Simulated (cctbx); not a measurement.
## Sc3Ag4I8O with cctbx, script by script

Library: cctbx 2025.11. The data are simulated by the first script.

## 1. Simulate the data

run.py:

```python
from cctbx import adptbx, crystal, miller, sgtbx, xray
from cctbx.array_family import flex
from iotbx.shelx import hklf
from scitbx import matrix
import scitbx.random

cs = crystal.symmetry(unit_cell=(14.48, 4.285, 17.152, 90, 102.03, 90), space_group_symbol='Hall: C -2y')  # Cm
atoms = [  # label, site, U (iso, or U11 U22 U33 U12 U13 U23 in A^2), occupancy
    ("I1", (0.4801, 0, 0.5254), (0.0058, 0.0035, 0.0043, 0.0000, 0.0017, 0.0000), 1),
    ("I2", (0.3686, 0, 0.0403), (0.0054, 0.0050, 0.0051, 0.0000, 0.0009, 0.0000), 1),
    ("I3", (0.4085, 0.5, 0.2866), (0.0021, 0.0025, 0.0024, 0.0000, 0.0009, 0.0000), 1),
    ("I4", (0.3661, 0.5, 0.8337), (0.0027, 0.0032, 0.0017, 0.0000, 0.0006, 0.0000), 1),
    ("I5", (0.2826, 0.5, 0.6067), (0.0037, 0.0036, 0.0028, 0.0000, 0.0006, 0.0000), 1),
    ("I6", (0.1873, 0, 0.4065), (0.0048, 0.0051, 0.0031, 0.0000, 0.0011, 0.0000), 1),
    ("I7", (0.0891, 0, 0.7299), (0.0033, 0.0033, 0.0016, 0.0000, 0.0007, 0.0000), 1),
    ("I8", (0.129, 0.5, 0.9465), (0.0053, 0.0041, 0.0051, 0.0000, 0.0011, 0.0000), 1),
    ("Ag1", (0.4989, 0.5, 0.993), (0.0058, 0.0110, 0.0063, 0.0000, 0.0008, 0.0000), 1),
    ("Ag2", (0.352, 0.5, 0.4482), (0.0054, 0.0119, 0.0072, 0.0000, 0.0001, 0.0000), 1),
    ("Ag3", (0.2258, 0, 0.879), (0.0041, 0.0064, 0.0045, 0.0000, 0.0008, 0.0000), 1),
    ("Ag4", (0.1328, 0, 0.5563), (0.0068, 0.0060, 0.0051, 0.0000, 0.0009, 0.0000), 1),
    ("Sc1", (0.4298, 0, 0.7025), (0.0061, 0.0071, 0.0083, 0.0000, -0.0009, 0.0000), 1),
    ("Sc2", (0.2592, 0.5, 0.121), (0.0045, 0.0077, 0.0050, 0.0000, 0.0004, 0.0000), 1),
    ("Sc3", (0.0753, 0.5, 0.2725), (0.0053, 0.0037, 0.0034, 0.0000, 0.0011, 0.0000), 1),
    ("O1", (0.1272, 0, 0.1615), (0.0081, 0.0062, 0.0104, 0.0000, 0.0033, 0.0000), 1),
]
xs = xray.structure(crystal_symmetry=cs)
for label, site, u, occ in atoms:
    u = adptbx.u_cif_as_u_star(cs.unit_cell(), u) if isinstance(u, tuple) else u
    xs.add_scatterer(xray.scatterer(label, site=site, u=u, occupancy=occ))
xs.set_inelastic_form_factors(0.71073, "sasaki")
xs.show_summary()
p1 = xs.expand_to_p1()
ms = miller.build_set(p1, anomalous_flag=True, d_min=0.75)
flex.set_random_seed(550582)
scitbx.random.set_random_seed(550582)
ms = ms.select(flex.random_double(ms.size()) < 0.8)
i = ms.structure_factors_from_scatterers(p1, algorithm="direct").f_calc().as_intensity_array().data()
i = i * 70000 / flex.max(i)
sig = flex.sqrt(i + flex.pow2(0.04 * i) + 8 ** 2)
noise = scitbx.random.variate(scitbx.random.normal_distribution())(i.size())
data = ms.array(data=i + sig * noise, sigmas=sig).set_observation_type_xray_intensity()
with open("data.hkl", "w") as f:
    data.export_as_shelx_hklf(f)
print("reflections written:", data.size(), " <I/sigma> = %.1f" % flex.mean(data.data() / data.sigmas()))
for h, a, b in list(data.sort("data"))[:12]:
    print("%4d%4d%4d %9.1f %7.1f" % (h + (a, b)))
```

```console
$ python run.py
```

```text
Number of scatterers: 16
At special positions: 16
Unit cell: (14.48, 4.285, 17.152, 90, 102.03, 90)
Space group: C 1 m 1 (No. 8)
reflections written: 8216  <I/sigma> = 8.8
   0   2   0   68607.9  2812.5
   0  -2   0   68287.5  2812.5
  -6   0   5   37552.5  1522.1
   6   0  -5   36457.7  1517.3
  -2   0  -4   34192.5  1377.7
   6   0   2   33851.5  1413.2
   2   0   4   33052.8  1373.2
   0   4   0   30771.5  1232.7
  -3  -1  -1   29633.3  1159.3
  -4   0  -8   29245.7  1143.9
   3   1   1   28734.0  1157.5
   4   0   8   28702.9  1136.5
```

Run time: 0.24 s on 1 thread of Arm Neoverse V2, on a shared host, peak memory 0.07 GiB.

## 2. Refinement (right model, isotropic)

run.py:

```python
import math
from cctbx import adptbx, crystal, maptbx, sgtbx, xray
from cctbx.array_family import flex
from cctbx.xray import observations
from iotbx.shelx import hklf
from scitbx.lstbx import normal_eqns_solving
from smtbx import absolute_structure, utils
from smtbx.refinement import constraints, least_squares

cs = crystal.symmetry(unit_cell=(14.48, 4.285, 17.152, 90, 102.03, 90), space_group_symbol='Hall: C -2y')  # Cm
atoms = [  # label, site, U (iso, or U11 U22 U33 U12 U13 U23 in A^2), occupancy
    ("I1", (0.482, 0, 0.5237), 0.0200, 1),
    ("I2", (0.3728, 0, 0.0372), 0.0200, 1),
    ("I3", (0.4105, 0.5, 0.2913), 0.0200, 1),
    ("I4", (0.3634, 0.5, 0.8325), 0.0200, 1),
    ("I5", (0.2873, 0.5, 0.6058), 0.0200, 1),
    ("I6", (0.1862, 0, 0.4062), 0.0200, 1),
    ("I7", (0.0909, 0, 0.7301), 0.0200, 1),
    ("I8", (0.1257, 0.5, 0.9473), 0.0200, 1),
    ("Ag1", (0.5041, 0.5, 0.9964), 0.0200, 1),
    ("Ag2", (0.3546, 0.5, 0.4486), 0.0200, 1),
    ("Ag3", (0.2252, 0, 0.8765), 0.0200, 1),
    ("Ag4", (0.1314, 0, 0.5548), 0.0200, 1),
    ("Sc1", (0.4316, 0, 0.7039), 0.0200, 1),
    ("Sc2", (0.2598, 0.5, 0.1236), 0.0200, 1),
    ("Sc3", (0.0713, 0.5, 0.2707), 0.0200, 1),
    ("O1", (0.1251, 0, 0.162), 0.0200, 1),
]
xs = xray.structure(crystal_symmetry=cs)
for label, site, u, occ in atoms:
    u = adptbx.u_cif_as_u_star(cs.unit_cell(), u) if isinstance(u, tuple) else u
    xs.add_scatterer(xray.scatterer(label, site=site, u=u, occupancy=occ))
xs.set_inelastic_form_factors(0.71073, "sasaki")
raw = hklf.reader(file_name="data.hkl").as_miller_arrays(crystal_symmetry=cs, anomalous=True)[0]
merged = raw.eliminate_sys_absent().merge_equivalents()
fo2 = merged.array().set_observation_type_xray_intensity()
print("Rint %.3f, %d unique reflections to %.2f A" % (merged.r_int(), fo2.size(), fo2.d_min()))
for sc in xs.scatterers():
    sc.flags.set_grad_site(True)
    sc.flags.set_grad_u_aniso(sc.flags.use_u_aniso())
    sc.flags.set_grad_u_iso(sc.flags.use_u_iso())
obs = fo2.as_xray_observations()
extra = {}
rep = constraints.reparametrisation(xs, [], utils.connectivity_table(xs), **extra)
ls = least_squares.crystallographic_ls(obs, rep, weighting_scheme=least_squares.mainstream_shelx_weighting(a=0, b=0))
print("cycle     R1     wR2    GooF  max shift (A)")
for cycle in range(8):
    ls.build_up()
    r1, wr2, goof = ls.r1_factor(cutoff_factor=2)[0], ls.wR2(), ls.goof()
    old = xs.sites_cart()
    normal_eqns_solving.levenberg_marquardt_iterations(ls, n_max_iterations=3, tau=1e-06, step_threshold=1e-7)
    big = flex.max((xs.sites_cart() - old).norms())
    print("%4d %7.4f %7.4f %7.3f %9.5f" % (cycle + 1, r1, wr2, goof, big))
    ls.build_up(objective_only=True)
    if abs(ls.wR2() - wr2) < 5e-5 and big < 5e-4:
        break
ls.build_up()
print("final R1 %.4f wR2 %.4f GooF %.3f  parameters %d  data/parameter %.1f" % (ls.r1_factor(cutoff_factor=2)[0], ls.wR2(), ls.goof(), ls.n_parameters, fo2.size() / ls.n_parameters))
cov = ls.covariance_matrix_and_annotations()
su = dict(zip(cov.annotations, (math.sqrt(max(v, 0)) for v in cov.matrix.matrix_packed_u_diagonal())))
a2 = cs.unit_cell().reciprocal_parameters()[0] ** -2
print("atom        x        y        z      Ueq    occ   su(xyz)  su(Uiso or U11)")
for sc in xs.scatterers():
    s = max(su.get(sc.label + k, 0) for k in (".x", ".y", ".z"))
    npd = "" if sc.is_positive_definite_u(cs.unit_cell()) else "  NPD"
    print("%-5s %8.5f %8.5f %8.5f %8.4f %6.3f %8.5f %7.4f%s" % ((sc.label,) + sc.site + (sc.u_iso_or_equiv(cs.unit_cell()), sc.occupancy, s, su.get(sc.label + ".uiso", su.get(sc.label + ".u11", 0) * a2), npd)))
fo = fo2.f_sq_as_f()
fc = fo.structure_factors_from_scatterers(xs, algorithm="direct").f_calc()
diff = fo.f_obs_minus_f_calc(1 / math.sqrt(ls.scale_factor()), fc).average_bijvoet_mates()
m = diff.fft_map(symmetry_flags=maptbx.use_space_group_symmetry, resolution_factor=0.25).apply_volume_scaling()
print("difference map: max %.2f min %.2f rms %.2f" % (m.statistics().max(), m.statistics().min(), m.statistics().sigma()))
peaks = m.peak_search(parameters=maptbx.peak_search_parameters(min_distance_sym_equiv=0.6, max_clusters=6)).all()
near = xs.closest_distances(peaks.sites(), distance_cutoff=4)
sps = cs.special_position_settings(min_distance_sym_equiv=0.5)
for k, (x, h) in enumerate(zip(peaks.sites(), peaks.heights())):
    ss = sps.site_symmetry(x)
    print("Q%-3d %7.4f %7.4f %7.4f %4d %7.2f  %.2f A from %s" % ((k + 1,) + tuple(t % 1 for t in ss.exact_site()) + (ss.multiplicity(), h, near.smallest_distances[k], xs.scatterers()[near.i_seqs[k]].label)))
```

```console
$ python run.py
```

```text
Rint 0.024, 2659 unique reflections to 0.75 A
cycle     R1     wR2    GooF  max shift (A)
   1  0.1882  0.4447   9.875   0.08033
   2  0.0201  0.0529   1.175   0.00162
   3  0.0201  0.0527   1.169   0.00064
   4  0.0201  0.0526   1.168   0.00027
final R1 0.0201 wR2 0.0526 GooF 1.168  parameters 48  data/parameter 55.4
atom        x        y        z      Ueq    occ   su(xyz)  su(Uiso or U11)
I1     0.48115  0.00000  0.52529   0.0044  1.000  0.00003  0.0001
I2     0.36966  0.00000  0.04020   0.0049  1.000  0.00003  0.0001
I3     0.40956  0.50000  0.28650   0.0023  1.000  0.00003  0.0001
I4     0.36718  0.50000  0.83362   0.0026  1.000  0.00003  0.0001
I5     0.28350  0.50000  0.60653   0.0033  1.000  0.00003  0.0001
I6     0.18830  0.00000  0.40641   0.0043  1.000  0.00003  0.0001
I7     0.09009  0.00000  0.72979   0.0029  1.000  0.00003  0.0001
I8     0.13001  0.50000  0.94637   0.0047  1.000  0.00003  0.0001
Ag1    0.49991  0.50000  0.99291   0.0080  1.000  0.00005  0.0001
Ag2    0.35298  0.50000  0.44806   0.0083  1.000  0.00004  0.0001
Ag3    0.22682  0.00000  0.87891   0.0050  1.000  0.00004  0.0001
Ag4    0.13377  0.00000  0.55618   0.0060  1.000  0.00004  0.0001
Sc1    0.43077  0.00000  0.70240   0.0074  1.000  0.00012  0.0003
Sc2    0.26027  0.50000  0.12083   0.0054  1.000  0.00011  0.0003
Sc3    0.07629  0.50000  0.27241   0.0037  1.000  0.00010  0.0003
O1     0.12821  0.00000  0.16134   0.0066  1.000  0.00043  0.0011
difference map: max 1.96 min -1.98 rms 0.22
Q1    0.0021  0.1123  0.9947    4    2.10  0.48 A from Ag1
Q2    0.3528  0.3911  0.4491    4    1.83  0.47 A from Ag2
Q3    0.2265  0.1149  0.8805    4    1.37  0.49 A from Ag3
Q4    0.1972  0.0958  0.4055    4    0.98  0.43 A from I6
Q5    0.0867  0.1154  0.7286    4    0.94  0.50 A from I7
Q6    0.2687  0.3736  0.1180    4    0.94  0.56 A from Sc2
```

Time: 0.45 s.

## 3. Refinement (right model, anisotropic)

run.py, as its changes from the last script of this kind:

```diff
@@ -12,16 +12,16 @@
-    ("I1", (0.482, 0, 0.5237), 0.0200, 1),
-    ("I2", (0.3728, 0, 0.0372), 0.0200, 1),
-    ("I3", (0.4105, 0.5, 0.2913), 0.0200, 1),
-    ("I4", (0.3634, 0.5, 0.8325), 0.0200, 1),
-    ("I5", (0.2873, 0.5, 0.6058), 0.0200, 1),
-    ("I6", (0.1862, 0, 0.4062), 0.0200, 1),
-    ("I7", (0.0909, 0, 0.7301), 0.0200, 1),
-    ("I8", (0.1257, 0.5, 0.9473), 0.0200, 1),
-    ("Ag1", (0.5041, 0.5, 0.9964), 0.0200, 1),
-    ("Ag2", (0.3546, 0.5, 0.4486), 0.0200, 1),
-    ("Ag3", (0.2252, 0, 0.8765), 0.0200, 1),
-    ("Ag4", (0.1314, 0, 0.5548), 0.0200, 1),
-    ("Sc1", (0.4316, 0, 0.7039), 0.0200, 1),
-    ("Sc2", (0.2598, 0.5, 0.1236), 0.0200, 1),
-    ("Sc3", (0.0713, 0.5, 0.2707), 0.0200, 1),
-    ("O1", (0.1251, 0, 0.162), 0.0200, 1),
+    ("I1", (0.48115, 0, 0.52529), 0.0044, 1),
+    ("I2", (0.36966, 0, 0.0402), 0.0049, 1),
+    ("I3", (0.40956, 0.5, 0.2865), 0.0030, 1),
+    ("I4", (0.36718, 0.5, 0.83362), 0.0030, 1),
+    ("I5", (0.2835, 0.5, 0.60653), 0.0033, 1),
+    ("I6", (0.1883, 0, 0.40641), 0.0043, 1),
+    ("I7", (0.09009, 0, 0.72979), 0.0030, 1),
+    ("I8", (0.13001, 0.5, 0.94637), 0.0047, 1),
+    ("Ag1", (0.49991, 0.5, 0.99291), 0.0080, 1),
+    ("Ag2", (0.35298, 0.5, 0.44806), 0.0083, 1),
+    ("Ag3", (0.22682, 0, 0.87891), 0.0050, 1),
+    ("Ag4", (0.13377, 0, 0.55618), 0.0060, 1),
+    ("Sc1", (0.43077, 0, 0.7024), 0.0074, 1),
+    ("Sc2", (0.26027, 0.5, 0.12083), 0.0054, 1),
+    ("Sc3", (0.07629, 0.5, 0.27241), 0.0037, 1),
+    ("O1", (0.12821, 0, 0.16134), 0.0066, 1),
@@ -33,0 +34 @@
+xs.convert_to_anisotropic()
@@ -66,0 +68,4 @@
+fc = fo2.structure_factors_from_scatterers(xs, algorithm="direct").f_calc()
+absolute_structure.flack_analysis(xs, fo2.as_xray_observations()).show()
+h = absolute_structure.hooft_analysis(fo2, fc, scale_factor=ls.scale_factor())
+print("Hooft y: %.3f(%.0f)  Bijvoet pairs: %d" % (h.hooft_y, 1000 * h.sigma_y, h.n_bijvoet_pairs))
```

```console
$ python run.py
```

```text
Rint 0.024, 2659 unique reflections to 0.75 A
cycle     R1     wR2    GooF  max shift (A)
   1  0.0203  0.0535   1.199   0.00147
   2  0.0171  0.0429   0.962   0.00001
final R1 0.0171 wR2 0.0429 GooF 0.962  parameters 96  data/parameter 27.7
atom        x        y        z      Ueq    occ   su(xyz)  su(Uiso or U11)
I1     0.48115  0.00000  0.52529   0.0045  1.000  0.00003  0.0002
I2     0.36959  0.00000  0.04020   0.0050  1.000  0.00003  0.0002
I3     0.40955  0.50000  0.28647   0.0022  1.000  0.00003  0.0002
I4     0.36716  0.50000  0.83363   0.0025  1.000  0.00003  0.0002
I5     0.28359  0.50000  0.60656   0.0033  1.000  0.00003  0.0002
I6     0.18836  0.00000  0.40640   0.0042  1.000  0.00003  0.0002
I7     0.09007  0.00000  0.72975   0.0028  1.000  0.00003  0.0002
I8     0.13000  0.50000  0.94639   0.0048  1.000  0.00003  0.0002
Ag1    0.49986  0.50000  0.99291   0.0079  1.000  0.00004  0.0002
Ag2    0.35306  0.50000  0.44807   0.0083  1.000  0.00004  0.0002
Ag3    0.22675  0.00000  0.87893   0.0049  1.000  0.00004  0.0002
Ag4    0.13381  0.00000  0.55619   0.0060  1.000  0.00004  0.0002
Sc1    0.43078  0.00000  0.70234   0.0074  1.000  0.00010  0.0006
Sc2    0.26028  0.50000  0.12087   0.0055  1.000  0.00009  0.0006
Sc3    0.07619  0.50000  0.27241   0.0040  1.000  0.00009  0.0006
O1     0.12813  0.00000  0.16137   0.0074  1.000  0.00037  0.0024
Flack x: 0.08(2)
Hooft y: 0.078(30)  Bijvoet pairs: 1227
difference map: max 0.71 min -0.80 rms 0.17
Q1    0.4174  0.0000  0.3728    2    0.72  2.59 A from I1
Q2    0.1258  0.5000  0.5534    2    0.70  2.05 A from I1
Q3    0.3274  0.5000  0.4975    2    0.70  0.99 A from Ag2
Q4    0.2029  0.5000  0.4405    2    0.68  2.15 A from Ag2
Q5    0.1243  0.5000  0.2629    2    0.68  0.75 A from Sc3
Q6    0.4934  0.0000  0.9058    2    0.67  1.96 A from I8
```

Time: 0.39 s.

## 4. Refinement

run.py, as its changes from the last script of this kind:

```diff
@@ -36 +36 @@
-merged = raw.eliminate_sys_absent().merge_equivalents()
+merged = raw.eliminate_sys_absent().resolution_filter(d_min=2).merge_equivalents()
@@ -48 +48 @@
-for cycle in range(8):
+for cycle in range(12):
@@ -68,4 +67,0 @@
-fc = fo2.structure_factors_from_scatterers(xs, algorithm="direct").f_calc()
-absolute_structure.flack_analysis(xs, fo2.as_xray_observations()).show()
-h = absolute_structure.hooft_analysis(fo2, fc, scale_factor=ls.scale_factor())
-print("Hooft y: %.3f(%.0f)  Bijvoet pairs: %d" % (h.hooft_y, 1000 * h.sigma_y, h.n_bijvoet_pairs))
```

```console
$ python run.py
```

```text
Rint 0.014, 166 unique reflections to 2.00 A
cycle     R1     wR2    GooF  max shift (A)
   1  0.0160  0.0412   1.474   0.02321
   2  0.0105  0.0286   1.023   0.03692
   3  0.0100  0.0280   1.002   0.01802
   4  0.0099  0.0278   0.993   0.00657
   5  0.0099  0.0277   0.989   0.00811
   6  0.0099  0.0276   0.987   0.01217
   7  0.0099  0.0275   0.984   0.02002
   8  0.0098  0.0274   0.981   0.02354
   9  0.0098  0.0273   0.977   0.02359
  10  0.0098  0.0272   0.974   0.02777
  11  0.0098  0.0272   0.971   0.02410
  12  0.0097  0.0271   0.968   0.01712
final R1 0.0097 wR2 0.0270 GooF 0.966  parameters 96  data/parameter 1.7
atom        x        y        z      Ueq    occ   su(xyz)  su(Uiso or U11)
I1     0.48291  0.00000  0.52591  -0.0019  1.000  0.00344  0.0316  NPD
I2     0.36968  0.00000  0.04120   0.0125  1.000  0.00363  0.0512  NPD
I3     0.40739  0.50000  0.28691   0.0006  1.000  0.00314  0.0473  NPD
I4     0.36713  0.50000  0.83381   0.0029  1.000  0.00216  0.0442  NPD
I5     0.28357  0.50000  0.60565   0.0021  1.000  0.00306  0.0307  NPD
I6     0.18682  0.00000  0.40620  -0.0000  1.000  0.00275  0.0914  NPD
I7     0.09007  0.00000  0.73130   0.0011  1.000  0.00201  0.0459  NPD
I8     0.12937  0.50000  0.94579   0.0044  1.000  0.00305  0.0250  NPD
Ag1    0.50260  0.50000  0.99110   0.0024  1.000  0.00513  0.0259  NPD
Ag2    0.35242  0.50000  0.44853   0.0125  1.000  0.00545  0.0572  NPD
Ag3    0.22862  0.00000  0.87840   0.0097  1.000  0.00285  0.0577  NPD
Ag4    0.13166  0.00000  0.55577   0.0024  1.000  0.00358  0.0219  NPD
Sc1    0.42628  0.00000  0.70171   0.0094  1.000  0.01031  0.1826  NPD
Sc2    0.26963  0.50000  0.12030  -0.0129  1.000  0.00768  0.0902  NPD
Sc3    0.07942  0.50000  0.27034   0.0171  1.000  0.00857  0.1041  NPD
O1     0.12006  0.00000  0.17169   0.0145  1.000  0.02074  0.3282  NPD
difference map: max 0.05 min -0.12 rms 0.03
Q1    0.2800  0.1394  0.2585    4    0.05  2.38 A from I3
Q2    0.3756  0.3380  0.1725    4    0.05  1.75 A from Sc2
Q3    0.4340  0.4122  0.9746    4    0.05  1.04 A from Ag1
Q4    0.2408  0.3013  0.9894    4    0.05  1.84 A from I8
Q5    0.2178  0.1270  0.5024    4    0.05  1.71 A from I6
Q6    0.1550  0.2874  0.2779    4    0.05  1.41 A from Sc3
```

Time: 0.82 s.

This run holds a fault made on purpose: data cut at low resolution.

## 5. Refinement

run.py, as its changes from the last script of this kind:

```diff
@@ -23 +23 @@
-    ("Ag4", (0.13377, 0, 0.55618), 0.0060, 1),
+    ("Cd1", (0.13377, 0, 0.55618), 0.0060, 1),
@@ -36 +36 @@
-merged = raw.eliminate_sys_absent().resolution_filter(d_min=2).merge_equivalents()
+merged = raw.eliminate_sys_absent().merge_equivalents()
```

```console
$ python run.py
```

```text
Rint 0.024, 2659 unique reflections to 0.75 A
cycle     R1     wR2    GooF  max shift (A)
   1  0.0210  0.0554   1.242   0.00187
   2  0.0173  0.0434   0.972   0.00002
final R1 0.0173 wR2 0.0434 GooF 0.972  parameters 96  data/parameter 27.7
atom        x        y        z      Ueq    occ   su(xyz)  su(Uiso or U11)
I1     0.48115  0.00000  0.52529   0.0044  1.000  0.00003  0.0002
I2     0.36958  0.00000  0.04020   0.0050  1.000  0.00003  0.0002
I3     0.40954  0.50000  0.28647   0.0021  1.000  0.00003  0.0002
I4     0.36716  0.50000  0.83362   0.0025  1.000  0.00003  0.0002
I5     0.28358  0.50000  0.60655   0.0033  1.000  0.00003  0.0002
I6     0.18836  0.00000  0.40640   0.0042  1.000  0.00003  0.0002
I7     0.09006  0.00000  0.72975   0.0027  1.000  0.00003  0.0002
I8     0.13000  0.50000  0.94640   0.0047  1.000  0.00003  0.0002
Ag1    0.49986  0.50000  0.99291   0.0078  1.000  0.00004  0.0002
Ag2    0.35306  0.50000  0.44808   0.0082  1.000  0.00004  0.0002
Ag3    0.22674  0.00000  0.87892   0.0049  1.000  0.00004  0.0002
Cd1    0.13384  0.00000  0.55619   0.0071  1.000  0.00004  0.0002
Sc1    0.43081  0.00000  0.70231   0.0073  1.000  0.00010  0.0006
Sc2    0.26030  0.50000  0.12088   0.0055  1.000  0.00009  0.0006
Sc3    0.07617  0.50000  0.27244   0.0040  1.000  0.00009  0.0006
O1     0.12824  0.00000  0.16126   0.0072  1.000  0.00037  0.0024
difference map: max 0.69 min -0.84 rms 0.18
Q1    0.2031  0.5000  0.4397    2    0.70  2.15 A from Ag2
Q2    0.0351  0.0000  0.3936    2    0.68  2.18 A from I6
Q3    0.0383  0.5000  0.6170    2    0.67  1.62 A from I1
Q4    0.4921  0.0000  0.9071    2    0.67  1.97 A from I8
Q5    0.1238  0.5000  0.2630    2    0.66  0.74 A from Sc3
Q6    0.4142  0.0000  0.3734    2    0.66  2.58 A from I1
```

Time: 0.36 s.

This run holds a fault made on purpose: wrong element: Cd1 is Ag.

[Logs are printed without paths, hosts, clocks, repeated set-up lines and the standing remarks that a program may print on its own settings, such as how far it seeks lower states.]
